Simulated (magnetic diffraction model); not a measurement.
**Solving a magnetic structure from powder neutron data: CaYb**

Space group C2 (no. 5), a = 10.8300 Å, b = 6.4990 Å, c = 7.0690 Å, β = 122.57°.

```csv
site,atom,x,y,z
2b,Yb,1/2,0.9808,1/2
4c,Yb,0.6587,0.3419,0.9956
4c,Ca,0.6699,0.5035,0.4941
2a,Ca,0,0.3338,0
```

This is a made-up structure (elements placed in a structure type, unrelaxed), so the numbers test the method and describe no known phase.

Only Yb is taken to order (form factors of Yb3+); orders and moment sizes are assumed, and not adapted to the symmetry. Radiation: neutrons of λ = 1.8 Å, 1.5° to 35°; isotropic B of 0.35 Å² (Yb) and 0.47 Å² (Ca). Simulated constant-wavelength pattern: nuclear and magnetic terms add, the magnetic one as |2.695 fm × Σ f S⊥ exp(2πi Q·r) exp(−B s²)|², summed over all Q at one angle with the factor 1/(sin²θ cos θ). For a modulated order the moment at position r is S exp(−2πi k·r) + c.c., with S = m/2 for a sine wave of amplitude m and S = m(u + iv)/2 for moments turning in a plane, u and v being orthogonal unit vectors in it; the phase factor of the sum at Q = H + k is then exp(2πi H·r). Free-ion form factors, Sears's scattering lengths of 1992, no absorption; a label names one of the reflections at its angle. The strongest nuclear line in the range is 100, and lines under 0.2 are left out.

Above the ordering temperature:

| 2θ (°) | index | I |
| --- | --- | --- |
| 17.38 | (0 0 1) | 17.9 |
| 19.58 | (1 1 0) | 18.9 |
| 19.83 | (2 0 -1) | 40.7 |
| 21.78 | (1 1 -1) | 90.1 |
| 22.75 | (2 0 0) | 0.6 |
| 30.18 | (1 1 1) | 51.6 |
| 32.16 | (0 2 0) | 85.8 |
| 33.15 | (3 1 -1) | 100.0 |
| 34.54 | (1 1 -2) | 6.1 |

Below it (cell unchanged):

```
2θ (°)      I
  3.97  578.4
 16.47    3.8
 17.38   17.9
 17.83    6.2
 19.02   13.8
 19.58   18.9
 19.83   40.7
 20.23    1.7
 21.78   90.1
 22.75    0.6
 22.98    2.4
 24.90    8.9
 28.05    5.1
 28.21    7.8
 30.18   51.6
 31.35    0.7
 32.16   85.8
 32.55    5.9
 32.80    1.1
 33.15  100.0
 33.19    9.4
 34.54    6.1
 34.59    1.5
```

**Question.** Find the propagation vector, then choose among these models:
A. a sine wave with moments along [100] (amplitudes given), 2.5 μB on Yb; signs + at (1/2, 0.9808, 1/2), + at (0.6587, 0.3419, 0.9956), + at (0.8413, 0.8419, 0.0044)
B. moments turning in the plane of [001] and [100], 2.5 μB on Yb; signs + at (1/2, 0.9808, 1/2), + at (0.6587, 0.3419, 0.9956), + at (0.8413, 0.8419, 0.0044)
C. moments turning in the plane of [010] and [001], 2.5 μB on Yb; signs + at (1/2, 0.9808, 1/2), + at (0.6587, 0.3419, 0.9956), + at (0.8413, 0.8419, 0.0044)
D. moments turning in the plane of [100] and [010], 2.5 μB on Yb; signs + at (1/2, 0.9808, 1/2), + at (0.6587, 0.3419, 0.9956), + at (0.8413, 0.8419, 0.0044)

The new lines index as (0 1/4 0) at 3.97°, (1 3/4 0) at 16.47°, (0 1/4 1) at 17.83° and (1 3/4 -1) at 19.02°, that is as H ± k with k = (0 1/4 0). Satellites come in pairs about each point of the reciprocal lattice.

Magnetic intensity, observed (below minus above) and for each model:

| 2θ (°) | index | observed | A | B | C | D |
| --- | --- | --- | --- | --- | --- | --- |
| 3.97 | (0 1/4 0) | 578.4 | 578.4 | 1156.9 | 578.4 | 578.4 |
| 17.83 | (0 1/4 1) | 6.2 | 6.2 | 6.5 | 7.8 | 12.0 |
| 19.02 | (1 3/4 -1) | 13.8 | 13.8 | 25.7 | 18.6 | 24.9 |
| 20.23 | (2 1/4 -1) | 1.7 | 1.7 | 17.3 | 23.9 | 17.7 |
| 24.90 | (1 5/4 -1) | 8.9 | 8.9 | 17.2 | 10.5 | 12.6 |
| 28.21 | (1 3/4 1) | 7.8 | 7.8 | 10.4 | 13.6 | 14.9 |
| 31.35 | (3 3/4 -1) | 0.7 | 0.7 | 5.1 | 7.3 | 4.5 |
| 33.19 | (0 7/4 1) | 9.4 | 9.4 | 16.1 | 10.2 | 12.0 |

Model A matches.

The structure used: k = (0 1/4 0), a sine wave with moments along [100] (amplitudes given), 2.5 μB on Yb; signs + at (1/2, 0.9808, 1/2), + at (0.6587, 0.3419, 0.9956), + at (0.8413, 0.8419, 0.0044).

[Logs are printed without paths, hosts, clocks, repeated set-up lines and the standing remarks that a program may print on its own settings, such as how far it seeks lower states.]
